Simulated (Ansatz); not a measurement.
# Liquid mixture of diethyl ether and H2O: a series in temperature

How do cells made at different temperatures differ in energy, pressure, forces, levels, charges and cost?

Computed with Ansatz 0.2.0: Kohn-Sham DFT, LDA, PAW (set soft_2). Every run is a single point, with the atoms held where the recipe put them (cutoff of the plane-wave runs 420 eV, gaussian smearing of 0.05 eV).

First member: 9 diethyl ether, 28 H2O placed at random, at 0.837 g/cm³; overlaps pushed apart, then 10 ps at 450 K with MMFF94 bonds, angles, torsions, charges and radii (Halgren, J. Comput. Chem. 17, 490 (1996)) in harmonic and 12-6 forms; SPC/E water (Berendsen, Grigera and Straatsma, J. Phys. Chem. 91, 6269 (1987)). Snapshot after 20 ps at 260 K and fixed volume.

Last member: 9 diethyl ether, 28 H2O placed at random, at 0.72 g/cm³; overlaps pushed apart, then 10 ps at 490 K with MMFF94 bonds, angles, torsions, charges and radii (Halgren, J. Comput. Chem. 17, 490 (1996)) in harmonic and 12-6 forms; SPC/E water (Berendsen, Grigera and Straatsma, J. Phys. Chem. 91, 6269 (1987)). Snapshot after 20 ps at 440 K and fixed volume.

The members:

```
temperature (K)  reduced formula  atoms  valence electrons  k-mesh        basis  density (g/cm³)
            260       H146C36O37    219                512   1×1×1  plane waves            0.837
            300       H146C36O37    219                512   1×1×1  plane waves            0.811
            340       H146C36O37    219                512   1×1×1  plane waves            0.785
            380       H146C36O37    219                512   1×1×1  plane waves            0.759
            440       H146C36O37    219                512   1×1×1  plane waves             0.72
```

Each cell is one sample from a classical run, so sample-to-sample scatter enters every column; pressures lack the kinetic term, and hold the strain of bonds inside molecules, whose lengths the classical model set.

The input of the first member, without its atom lines; other members have their own cell and atoms, and may differ in mesh, basis and outputs:

```yaml
crystal:
  lattice:
    - [13.24622, 0.0, 0.0]
    - [0.0, 13.24622, 0.0]
    - [0.0, 0.0, 13.24622]
  atoms:
    [... 219 lines ...]
kpoints:
  mp_grid: { grid: [1, 1, 1] }
hamiltonian:
  xc: lda
scf:
  occupations: { method: gaussian, width: 0.05 }
output:
  forces: true
  stress: true
  populations: true
  dos:
    method: { smearing: { sigma: 0.15 } }
    de: 0.1
    projected: { site_lists: { C: [C], H: [H], O: [O] } }
  eigenvalues: true
  write_density: true
  write_potential: true
  volumetric_format: npy
```

Q: What do these runs give, and what do they cost?

Results; charges are mean Löwdin charges in e:

```
temperature (K)  energy less the first member's (meV/atom)  pressure (GPa)  r.m.s. force (eV/Å)  gap (eV)   q(C)   q(O)   q(H)
            260                                        0.0           -1.22                0.703                4.04  -0.28  -0.61  +0.27
            300                                       14.0          -0.924                0.825                3.76  -0.29  -0.62  +0.27
            340                                       27.4          -0.466                0.844                3.51  -0.29  -0.61  +0.27
            380                                       32.2          -0.996                0.832                3.83  -0.28  -0.62  +0.27
            440                                       48.9           -1.13                0.846                3.39  -0.28  -0.62  +0.27
```

The gap is that between the highest filled and lowest empty Kohn-Sham level on the run's k-points, and local or semilocal functionals tend to put gaps under measured ones. The projection misses up to 0.029 e an atom, so the charges add up to more than the cell's charge.

Cost on 8 threads of AMD EPYC 7R43, shared host:

```
temperature (K)  atoms        basis  k-mesh  SCF cycles  time  host memory (GiB)
            260    219  plane waves   1×1×1          10  46 s                3.0
            300    219  plane waves   1×1×1          10  57 s                3.1
            340    219  plane waves   1×1×1          10  52 s                3.2
            380    219  plane waves   1×1×1          10  54 s                3.3
            440    219  plane waves   1×1×1          10  54 s                3.4
```

Times include the outputs that each run asked for, on hosts shared with other jobs.

**Reading.** The energy against the first member goes steadily from 0.0 meV/atom at 260 to 48.9 meV/atom at 440 K; each member is a single configuration. The gap is lowest at 440 K (3.39 eV) and highest at 260 K (4.04 eV); in single samples it varies with the configuration. The density spans 0.72 to 0.837 g/cm³, so the columns mix its effect with that of the temperature. The pressure is lowest at 260 K (-1.2 GPa) and highest at 340 K (-0.47 GPa), with no steady trend; the recipes set unlike densities, and the bond lengths of the classical model enter the pressure too.

**Limits.** The network of contacts between molecules at the start is that of the classical potential that made the cell, and needn't be the one that DFT or experiment would give. The cells aren't relaxed by DFT, which could reorder their energies. LDA overbinds hydrogen-bonded molecules, which bears on pressures and forces.

[Logs are printed without paths, hosts, clocks, repeated set-up lines and the standing remarks that a program may print on its own settings, such as how far it seeks lower states.]

[Hosts, paths, dates, database ids (printed as entryN), source tags and the programs' standing remarks are cut or masked in the printed files.]

[The MMFF94 radii named for the starting cell were scaled by 0.96; in molecules described by MMFF94, hydrogen bound to N, O or S took a small fixed 12-6 site in their place.]
